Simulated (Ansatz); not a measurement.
# Resistivity from frozen vibrations: Ru(0001) with 2 thermally displaced layers, 2x2

Aim: the resistivity of Ru at 800 K from frozen thermal displacements between perfect leads.

Program: Ansatz 0.2.0. Level of theory: Ansatz plane-wave DFT, PBE, PAW files; ballistic transport by layer matching (Landauer), zero bias; PAW set soft_1. Results are calculated unless marked as measured.

## 1. The structure

The cell holds 48 atoms: 48 Ru. Cell: a = 5.412 Å, b = 5.412 Å, c = 25.691 Å, α = 90.0°, β = 90.0°, γ = 120.0°. It derives from Ru. Regions: lead, 40 atoms (40 Ru); scattering region, 8 atoms (8 Ru). The structure is stacked along c, and the current runs across the ab planes.

## 2. With 2 displaced layers

Each atom of 2 layers is moved at random, by amounts drawn from a normal law 0.057 Å wide in each direction from the Debye model (600 K) at 800 K. The layers about the cell's end stay perfect and serve as the lead. Disorder leaves little or no symmetry, which makes such runs dear. Energies from -0.05 to 0.05 eV in steps of 0.05 eV are too few for the program's thermal sum, so it prints no conductance; for a metal the transmission near the Fermi level serves, at a fraction of the cost.

The input, input.yaml:

```yaml
crystal:
  lattice:
    - [5.4116, 0.0, 0.0]
    - [-2.7058, 4.6865830751, 0.0]
    - [0.0, 0.0, 25.6914]
  atoms:
    - { symbol: Ru, position: [0.1666666667, 0.3333333333, 0.0416666667] }
    - { symbol: Ru, position: [0.1666666667, 0.8333333333, 0.0416666667] }
    - { symbol: Ru, position: [0.6666666667, 0.3333333333, 0.0416666667] }
    - { symbol: Ru, position: [0.6666666667, 0.8333333333, 0.0416666667] }
    - { symbol: Ru, position: [0.3333333333, 0.1666666667, 0.125] }
    - { symbol: Ru, position: [0.3333333333, 0.6666666667, 0.125] }
    - { symbol: Ru, position: [0.8333333333, 0.1666666667, 0.125] }
    - { symbol: Ru, position: [0.8333333333, 0.6666666667, 0.125] }
    - { symbol: Ru, position: [0.1666666667, 0.3333333333, 0.2083333333] }
    - { symbol: Ru, position: [0.1666666667, 0.8333333333, 0.2083333333] }
    - { symbol: Ru, position: [0.6666666667, 0.3333333333, 0.2083333333] }
    - { symbol: Ru, position: [0.6666666667, 0.8333333333, 0.2083333333] }
    - { symbol: Ru, position: [0.3333333333, 0.1666666667, 0.2916666667] }
    - { symbol: Ru, position: [0.3333333333, 0.6666666667, 0.2916666667] }
    - { symbol: Ru, position: [0.8333333333, 0.1666666667, 0.2916666667] }
    - { symbol: Ru, position: [0.8333333333, 0.6666666667, 0.2916666667] }
    - { symbol: Ru, position: [0.1666666667, 0.3333333333, 0.375] }
    - { symbol: Ru, position: [0.1666666667, 0.8333333333, 0.375] }
    - { symbol: Ru, position: [0.6666666667, 0.3333333333, 0.375] }
    - { symbol: Ru, position: [0.6666666667, 0.8333333333, 0.375] }
    - { symbol: Ru, position: [0.3419628825, 0.1832054219, 0.4610507127] }
    - { symbol: Ru, position: [0.3261458656, 0.6630424315, 0.4571631869] }
    - { symbol: Ru, position: [0.8389936212, 0.1659847489, 0.4599905038] }
    - { symbol: Ru, position: [0.8234014773, 0.6857207675, 0.4581193722] }
    - { symbol: Ru, position: [0.1730029384, 0.3316722624, 0.5408255326] }
    - { symbol: Ru, position: [0.1765591885, 0.8433619798, 0.5412172986] }
    - { symbol: Ru, position: [0.6692273972, 0.3416735591, 0.5397355774] }
    - { symbol: Ru, position: [0.6531169207, 0.8381375401, 0.5401788326] }
    - { symbol: Ru, position: [0.3333333333, 0.1666666667, 0.625] }
    - { symbol: Ru, position: [0.3333333333, 0.6666666667, 0.625] }
    - { symbol: Ru, position: [0.8333333333, 0.1666666667, 0.625] }
    - { symbol: Ru, position: [0.8333333333, 0.6666666667, 0.625] }
    - { symbol: Ru, position: [0.1666666667, 0.3333333333, 0.7083333333] }
    - { symbol: Ru, position: [0.1666666667, 0.8333333333, 0.7083333333] }
    - { symbol: Ru, position: [0.6666666667, 0.3333333333, 0.7083333333] }
    - { symbol: Ru, position: [0.6666666667, 0.8333333333, 0.7083333333] }
    - { symbol: Ru, position: [0.3333333333, 0.1666666667, 0.7916666667] }
    - { symbol: Ru, position: [0.3333333333, 0.6666666667, 0.7916666667] }
    - { symbol: Ru, position: [0.8333333333, 0.1666666667, 0.7916666667] }
    - { symbol: Ru, position: [0.8333333333, 0.6666666667, 0.7916666667] }
    - { symbol: Ru, position: [0.1666666667, 0.3333333333, 0.875] }
    - { symbol: Ru, position: [0.1666666667, 0.8333333333, 0.875] }
    - { symbol: Ru, position: [0.6666666667, 0.3333333333, 0.875] }
    - { symbol: Ru, position: [0.6666666667, 0.8333333333, 0.875] }
    - { symbol: Ru, position: [0.3333333333, 0.1666666667, 0.9583333333] }
    - { symbol: Ru, position: [0.3333333333, 0.6666666667, 0.9583333333] }
    - { symbol: Ru, position: [0.8333333333, 0.1666666667, 0.9583333333] }
    - { symbol: Ru, position: [0.8333333333, 0.6666666667, 0.9583333333] }
kpoints:
  mp_grid: { grid: [5, 5, 1] }
hamiltonian:
  xc: pbe
  pseudopotentials: { kind: paw, azcp: { folder: soft_1 } }
scf:
  occupations: { method: fermi_dirac, width: 0.1 }
output:
  transmission:
    leads: [[0, 8]]
    kmesh: [10, 10]
    e_range: [-0.05, 0.05]
    de: 0.05
  write_potential: true
  write_density: true
  volumetric_format: npy
```

The run is started by

```
> ansatz run input.yaml --threads 4 --pin off --max-ram 15360MiB --backend cpu --events-out ev --progress --plain --runs-dir out
```

Numbers of over 12 decimals in the logs are rounded to 6 here.

What it wrote:

```text
Engine: ansatz 0.2.0, x86_64-unknown-linux-gnu
Pseudopotentials: kind: paw
Pseudopotential: Ru, paw, valence charge 16, recommended cutoff 420 eV (normal), soft_1/Ru.paw.azcp
Functional definition: PBE
  parameter kappa = 0.804
  parameter beta = 0.066725
  exchange = pbe_x(kappa = kappa, mu = beta*pi^2/3)
  correlation = pbe_c(beta = beta)
Crystal: 48 atoms, lattice volume = 651.583 Å³
Basis set: ecut = 420 eV, 12691 PW (Γ)
Bands: 461, of which v1, the nominal top of the filled ones, is band 384 counted from 1 (383 counted from 0)
Symmetry: 1 space group operations
Space group: P1 (ITA 1), of the structure as read, at distance tolerance 8.7e-5 Å
k-points: 13 of 25 (time reversal used)
Non-local potential: Ru, projectors of the file, l = 0: 3, l = 1: 2, l = 2: 2, l = 3: 1
PAW form: soft (Blöchl's): semilocal exchange-correlation on the pseudo side does not see the compensation charge
PAW one-centre angular grid: Ru, 590 points (default); XC on 64 Gauss nodes
Initial density: superposition of atomic densities (chi_scale 0.1, normalization cell)
Initial wavefunctions: pseudopotential atomic-orbital guess
Functional: x = pbe(κ = 0.804, μ = 0.219515), c = pbe(β = 0.066725)
SCF iter   1: F=—  HF=-282208.684155 eV  |F-HF|=—  |Δ(HF+E_count)|=         —  Δρ=1.22e-1  dr2=9.31e1  ethr=3.10e-3  ⟨swp⟩=5.0  Hψ=19250  notcnv=0  defer=3
preconditioner: auto → Kerker (q_TF=auto, 2.804 Å⁻¹)  [metal: Δε(μ)=0.045 eV  Ē_g=5.265 eV  σ=0.100 eV  W_gap=0.11  n_scr=268 (ndim 8)  ℏωp=28.5 eV  f_vac=0.000  D(μ)=40.31/eV (n_scr^D=392)]
SCF iter   2: F=—  HF=-282185.280068 eV  |F-HF|=—  |Δ(HF+E_count)|=    2.34e1  Δρ=5.91e-2  dr2=2.12e1  ethr=3.10e-3  ⟨swp⟩=2.8  Hψ=12027  notcnv=0  defer=59
SCF iter   3: F=—  HF=-282178.952830 eV  |F-HF|=—  |Δ(HF+E_count)|=    6.33e0  Δρ=9.51e-3  dr2=2.65e-1  ethr=2.76e-3  ⟨swp⟩=2.0  Hψ=9304  notcnv=0  defer=59
SCF iter   4: F=—  HF=-282179.003573 eV  |F-HF|=—  |Δ(HF+E_count)|=   5.07e-2  Δρ=1.07e-3  dr2=4.66e-3  ethr=3.45e-5  ⟨swp⟩=2.2  Hψ=11208  notcnv=0  defer=56
SCF iter   5: F=—  HF=-282179.004338 eV  |F-HF|=—  |Δ(HF+E_count)|=   7.64e-4  Δρ=2.22e-4  dr2=1.96e-4  ethr=6.07e-7  ⟨swp⟩=2.9  Hψ=12697  notcnv=0  defer=56
SCF iter   6: F=—  HF=-282179.004365 eV  |F-HF|=—  |Δ(HF+E_count)|=   2.68e-5  Δρ=4.91e-5  dr2=1.25e-5  ethr=2.56e-8  ⟨swp⟩=2.7  Hψ=11170  notcnv=0  defer=56
SCF iter   7: F=—  HF=-282179.005700 eV  |F-HF|=—  |Δ(HF+E_count)|=   1.34e-3  Δρ=1.12e-5  dr2=1.02e-6  ethr=1.63e-9  ⟨swp⟩=2.0  Hψ=8378  notcnv=0  defer=56
SCF iter   8: F=-282179.005700 eV  HF=-282179.005700 eV  |F-HF|=2.29e-8  |Δ(HF+E_count)|=   9.65e-8  Δρ=2.11e-6  dr2=3.48e-8  ethr=1.30e-11  ⟨swp⟩=8.1  Hψ=13559  notcnv=0
SCF 1 converged in 8 iterations: F = -282179.005700 eV  dr2 = 3.48e-8
  greatest PAW one-centre occupation: 1.000 electrons in one spin orbital (limit 2), on the Ru atom at site 20 (counted from 0), in its partial waves of l = 0
transmission: 251 of 2496 steps passed
transmission: 500 of 2496 steps passed
[...]
transmission: 2496 of 2496 steps passed
SCF converged after 8 iterations
Free energy (F): -282179.005700 eV
Harris-Foulkes:  -282179.005700 eV  (|F-HF|=2.29e-8)
Internal energy: -282177.480696 eV  (E = F + TS)
E sigma→0 (E₀):  -282178.243198 eV
Entropy (-TS):   -1.525004 eV (-31.771 meV/atom)
Fermi energy:    23.338930 eV
--- Per-component energies (eV) ---
  E_band       = -2694.986411
  E_kinetic    = 22102.635073
  E_local      = -61001.050397  (includes V_loc(G=0)·N_el)
  E_nonlocal   = 19799.144500
  E_hartree    = 20231.686564
  E_xc         = -8168.128437
  E_vxc        = -10330.245086  (∫ρ·V_xc dr)
  E_paw        = -168071.967123  (= ΣΔE_a)
  E_vpaw       = -13728.858901  (= ΣTr[D̂ρ^β])
  E_aug_tail   = 0.030159  (compensation charges beyond the density's cutoff)
  E_ewald      = -107069.831036
  E_smearing   = -1.525004  (= −TS)
  E_closure    = -0.000000  (closes the sum)
  Σ components = -282179.005700   (vs F -282179.005700, Δ=0.00e0)
--- Band table (eV; the first three rows and the last of 13) ---
  k-point 0: bands = [... 380 lower, 23.8936, 23.8996, 24.3414, 24.3515, 24.3798, 24.3861, 24.4728, 24.5087, ... 73 higher]
  k-point 1: bands = [... 380 lower, 23.4782, 23.4983, 23.5137, 23.8116, 23.8503, 24.0059, 24.0432, 24.0966, ... 73 higher]
  k-point 2: bands = [... 380 lower, 22.9700, 23.0053, 23.0289, 23.1014, 23.1686, 23.1911, 23.3589, 23.3795, ... 73 higher]
  k-point 12: bands = [... 380 lower, 23.0903, 23.1127, 23.1558, 23.3051, 23.3313, 23.3632, 23.3741, 23.3911, ... 73 higher]
--- Transmission ---
  basis      : 223 plane waves across, 48 finite elements along
  points     : 52, standing for a mesh of 10 x 10
  energies   : 3 from -0.050000 to 0.050000 eV about the Fermi level, 0.050000 eV apart; the leads are filled to 0.000000 eV, and channels, transmission and decay are at 0.000000 eV
  crystal 0  : Ru8, at the sites [0, 8], period 4.2819 Å, over 21.41 Å; its Hamiltonian steps by up to 0.8 meV
    offset         : up to 0.0000 Å between an atom of the period and one for which it stands
    channels       : 5.160000e0 a spin
    conductance    : none, the energies end too early or step too widely for 300 K: set another output.transmission.e_range or a lower de, or, where they end at an eighth of basis.ecutwfc, a higher one
  junction   : crystal 0 to crystal 0, 0.70 to 22.11 Å
    transmission   : 4.851624e0 a spin
    conductance    : none, the energies end too early or step too widely for 300 K: set another output.transmission.e_range or a lower de, or, where they end at an eighth of basis.ecutwfc, a higher one
```

Wall time 5.1 min (4 threads of Intel Xeon Platinum 8375C at 2.90GHz (Ice Lake), shared host); peak memory 6.5 GiB.

The column dr2 measures how far the density is from self-consistency, as an energy; F and HF (Harris–Foulkes) agree once it is small.

This step gave:

| Property | Result |
| --- | --- |
| free energy | -282179.0057 eV |
| energy at zero smearing | -282178.2432 eV |
| Fermi energy | 23.34 eV |
| cell area | 25.36 Å² |
| transmission per spin nearest the Fermi level | 4.852 |
| open channels per spin nearest the Fermi level | 5.16 |
| step of the lead's potential | 0.8 meV |

Per spin. Table of transmission, zone mean by energy, zero at the Fermi level:

```csv
energy (eV),"transmission, zone mean"
-0.0500,4.93
0.0000,4.85
0.0500,5.14
```

Per spin. Open channels, zone mean, lead against energy, zero at the Fermi level:

```csv
energy (eV),"open channels, zone mean, lead"
-0.0500,5.16
0.0000,5.16
0.0500,5.64
```

Transmission over k1 and k2. At 0.0000 eV from the Fermi level.

Ten even steps from '0' (1.9) to '9' (11.7):
```
1122211100
1232232100
1224642210
1226996221
3134999431
1122699622
1012246422
1001232232
1001112221
3111131111
```
Columns: k1 (b1) from -0.5 to 0.4; rows upwards: k2 (b2) from -0.5 to 0.4.

Open channels over k1 and k2. At 0.0000 eV from the Fermi level.

Ten even steps from '_' (2.0) to '@' (12.0):
```
::::------::::..__..
..------------..____
..----++##++----....
::----##@@@@##----::
==::--++@@@@@@++--::
::::----##@@@@##----
......----++##++----
..____..------------
::..__..::::------::
==::....::==::....::
```
Columns: k1 (b1) from -0.5 to 0.4; rows upwards: k2 (b2) from -0.5 to 0.4.

Over the solved energies the transmission per spin lies between 4.85 and 5.14, out of 5.32 channels of the lead on average (up to 5.64).

## 3. With 6 displaced layers

Each atom of 6 layers is moved at random, by amounts drawn from a normal law 0.057 Å wide in each direction from the Debye model (600 K) at 800 K. A fresh draw is used; the growth of the resistance with length is what counts.

System of this step: Ru(0001) with 6 thermally displaced layers, 2x2. The cell holds 64 atoms: 64 Ru. Its edges and angles: a = 5.412 Å, b = 5.412 Å, c = 34.255 Å, α = 90.0°, β = 90.0°, γ = 120.0°. It derives from Ru. Regions: lead, 40 atoms (40 Ru); scattering region, 24 atoms (24 Ru). The structure is stacked along c, and the current runs across the ab planes.

The input, input.yaml:

```yaml
crystal:
  lattice:
    - [5.4116, 0.0, 0.0]
    - [-2.7058, 4.6865830751, 0.0]
    - [0.0, 0.0, 34.2552]
  atoms:
    - { symbol: Ru, position: [0.1666666667, 0.3333333333, 0.03125] }
    - { symbol: Ru, position: [0.1666666667, 0.8333333333, 0.03125] }
    - { symbol: Ru, position: [0.6666666667, 0.3333333333, 0.03125] }
    - { symbol: Ru, position: [0.6666666667, 0.8333333333, 0.03125] }
    - { symbol: Ru, position: [0.3333333333, 0.1666666667, 0.09375] }
    - { symbol: Ru, position: [0.3333333333, 0.6666666667, 0.09375] }
    - { symbol: Ru, position: [0.8333333333, 0.1666666667, 0.09375] }
    - { symbol: Ru, position: [0.8333333333, 0.6666666667, 0.09375] }
    - { symbol: Ru, position: [0.1666666667, 0.3333333333, 0.15625] }
    - { symbol: Ru, position: [0.1666666667, 0.8333333333, 0.15625] }
    - { symbol: Ru, position: [0.6666666667, 0.3333333333, 0.15625] }
    - { symbol: Ru, position: [0.6666666667, 0.8333333333, 0.15625] }
    - { symbol: Ru, position: [0.3333333333, 0.1666666667, 0.21875] }
    - { symbol: Ru, position: [0.3333333333, 0.6666666667, 0.21875] }
    - { symbol: Ru, position: [0.8333333333, 0.1666666667, 0.21875] }
    - { symbol: Ru, position: [0.8333333333, 0.6666666667, 0.21875] }
    - { symbol: Ru, position: [0.1666666667, 0.3333333333, 0.28125] }
    - { symbol: Ru, position: [0.1666666667, 0.8333333333, 0.28125] }
    - { symbol: Ru, position: [0.6666666667, 0.3333333333, 0.28125] }
    - { symbol: Ru, position: [0.6666666667, 0.8333333333, 0.28125] }
    - { symbol: Ru, position: [0.3081545997, 0.1567652446, 0.34297188] }
    - { symbol: Ru, position: [0.3116881644, 0.6485136683, 0.3438109683] }
    - { symbol: Ru, position: [0.8413667569, 0.1638310562, 0.3425125963] }
    - { symbol: Ru, position: [0.8417505967, 0.6753904827, 0.3432507582] }
    - { symbol: Ru, position: [0.1787462608, 0.3460179396, 0.4059056078] }
    - { symbol: Ru, position: [0.1602117077, 0.8375618449, 0.4066619361] }
    - { symbol: Ru, position: [0.6704288299, 0.3177088395, 0.4051490228] }
    - { symbol: Ru, position: [0.6472922805, 0.8122423247, 0.4064603973] }
    - { symbol: Ru, position: [0.3343999994, 0.1576806842, 0.4710558284] }
    - { symbol: Ru, position: [0.3458065463, 0.6742975141, 0.469418473] }
    - { symbol: Ru, position: [0.8352994291, 0.150465653, 0.4697716284] }
    - { symbol: Ru, position: [0.8289322439, 0.6451657159, 0.4693274861] }
    - { symbol: Ru, position: [0.1687817106, 0.3428390777, 0.5305193651] }
    - { symbol: Ru, position: [0.1685595954, 0.8375034731, 0.5297918299] }
    - { symbol: Ru, position: [0.6723336811, 0.3320566548, 0.5320695308] }
    - { symbol: Ru, position: [0.667775653, 0.8465449192, 0.5322571049] }
    - { symbol: Ru, position: [0.3353013774, 0.1743532294, 0.5958463341] }
    - { symbol: Ru, position: [0.3426309988, 0.6475270884, 0.5952196025] }
    - { symbol: Ru, position: [0.837661341, 0.1655250279, 0.5920748284] }
    - { symbol: Ru, position: [0.8389026776, 0.6513200121, 0.5946934429] }
    - { symbol: Ru, position: [0.1706514966, 0.3138763841, 0.6557465859] }
    - { symbol: Ru, position: [0.154360181, 0.8363017896, 0.6587700422] }
    - { symbol: Ru, position: [0.6771682169, 0.3117059366, 0.6552932385] }
    - { symbol: Ru, position: [0.6836825406, 0.8525434124, 0.6569509284] }
    - { symbol: Ru, position: [0.3333333333, 0.1666666667, 0.71875] }
    - { symbol: Ru, position: [0.3333333333, 0.6666666667, 0.71875] }
    - { symbol: Ru, position: [0.8333333333, 0.1666666667, 0.71875] }
    - { symbol: Ru, position: [0.8333333333, 0.6666666667, 0.71875] }
    - { symbol: Ru, position: [0.1666666667, 0.3333333333, 0.78125] }
    - { symbol: Ru, position: [0.1666666667, 0.8333333333, 0.78125] }
    - { symbol: Ru, position: [0.6666666667, 0.3333333333, 0.78125] }
    - { symbol: Ru, position: [0.6666666667, 0.8333333333, 0.78125] }
    - { symbol: Ru, position: [0.3333333333, 0.1666666667, 0.84375] }
    - { symbol: Ru, position: [0.3333333333, 0.6666666667, 0.84375] }
    - { symbol: Ru, position: [0.8333333333, 0.1666666667, 0.84375] }
    - { symbol: Ru, position: [0.8333333333, 0.6666666667, 0.84375] }
    - { symbol: Ru, position: [0.1666666667, 0.3333333333, 0.90625] }
    - { symbol: Ru, position: [0.1666666667, 0.8333333333, 0.90625] }
    - { symbol: Ru, position: [0.6666666667, 0.3333333333, 0.90625] }
    - { symbol: Ru, position: [0.6666666667, 0.8333333333, 0.90625] }
    - { symbol: Ru, position: [0.3333333333, 0.1666666667, 0.96875] }
    - { symbol: Ru, position: [0.3333333333, 0.6666666667, 0.96875] }
    - { symbol: Ru, position: [0.8333333333, 0.1666666667, 0.96875] }
    - { symbol: Ru, position: [0.8333333333, 0.6666666667, 0.96875] }
kpoints:
  mp_grid: { grid: [5, 5, 1] }
hamiltonian:
  xc: pbe
  pseudopotentials: { kind: paw, azcp: { folder: soft_1 } }
scf:
  occupations: { method: fermi_dirac, width: 0.1 }
output:
  transmission:
    leads: [[0, 8]]
    kmesh: [10, 10]
    e_range: [-0.05, 0.05]
    de: 0.05
  write_potential: true
  write_density: true
  volumetric_format: npy
```

What it wrote:

```text
[...]
Crystal: 64 atoms, lattice volume = 868.777 Å³
Basis set: ecut = 420 eV, 16909 PW (Γ)
Bands: 615, of which v1, the nominal top of the filled ones, is band 512 counted from 1 (511 counted from 0)
Symmetry: 1 space group operations
[...]
k-points: 13 of 25 (time reversal used)
[...]
SCF iter   1: F=—  HF=-376277.165558 eV  |F-HF|=—  |Δ(HF+E_count)|=         —  Δρ=1.22e-1  dr2=1.24e2  ethr=3.10e-3  ⟨swp⟩=5.0  Hψ=25917  notcnv=0  defer=1
[...]
SCF iter   9: F=-376237.826359 eV  HF=-376237.826359 eV  |F-HF|=3.29e-8  |Δ(HF+E_count)|=   7.63e-9  Δρ=1.03e-6  dr2=3.67e-8  ethr=9.77e-12  ⟨swp⟩=7.2  Hψ=17131  notcnv=0
SCF 1 converged in 9 iterations: F = -376237.826359 eV  dr2 = 3.67e-8
[...]
transmission: 329 of 3276 steps passed
transmission: 656 of 3276 steps passed
[...]
transmission: 3276 of 3276 steps passed
SCF converged after 9 iterations
Free energy (F): -376237.826359 eV
[...]
Internal energy: -376235.770998 eV  (E = F + TS)
E sigma→0 (E₀):  -376236.798678 eV
Entropy (-TS):   -2.055361 eV (-32.115 meV/atom)
Fermi energy:    23.369932 eV
[...]
--- Band table (eV; the first three rows and the last of 13) ---
  k-point 0: bands = [... 508 lower, 24.1149, 24.1240, 24.1312, 24.1387, 24.1677, 24.1774, 24.2451, 24.2593, ... 99 higher]
  k-point 1: bands = [... 508 lower, 23.5565, 23.8152, 23.8324, 23.8473, 23.8668, 23.8860, 23.9028, 23.9236, ... 99 higher]
  k-point 2: bands = [... 508 lower, 23.0743, 23.1145, 23.1370, 23.1489, 23.2142, 23.2663, 23.3366, 23.3735, ... 99 higher]
  k-point 12: bands = [... 508 lower, 23.2345, 23.2434, 23.2616, 23.2851, 23.3054, 23.3714, 23.3945, 23.4171, ... 99 higher]
--- Transmission ---
  basis      : 223 plane waves across, 63 finite elements along
  points     : 52, standing for a mesh of 10 x 10
[...]
channels       : 5.280000e0 a spin
[...]
junction   : crystal 0 to crystal 0, 0.70 to 30.67 Å
    transmission   : 4.169852e0 a spin
[...]
```

Run time: 8.5 min. Hardware: 4 threads; peak memory 10 GiB; 31 min of CPU time.

Numbers from this step:

```yaml
free_energy: -376237.8264 eV
energy_at_zero_smearing: -376236.7987 eV
fermi_energy: 23.37 eV
transmission_per_spin_nearest_the_fermi_level: 4.170
open_channels_per_spin_nearest_the_fermi_level: 5.28
step_of_the_lead_s_potential: 7.6 meV
```

Per spin. Table of transmission, zone mean by energy, zero at the Fermi level:

```csv
energy (eV),"transmission, zone mean"
-0.0500,4.24
0.0000,4.17
0.0500,4.41
```

Over the solved energies the transmission per spin lies between 4.17 and 4.41, out of 5.49 channels of the lead on average (up to 6.04).

(Continued in part 2 of 2.)

[Logs are printed without paths, hosts, clocks, repeated set-up lines and the standing remarks that a program may print on its own settings, such as how far it seeks lower states.]

[Hosts, paths, dates, database ids (printed as entryN), source tags and the programs' standing remarks are cut or masked in the printed files.]
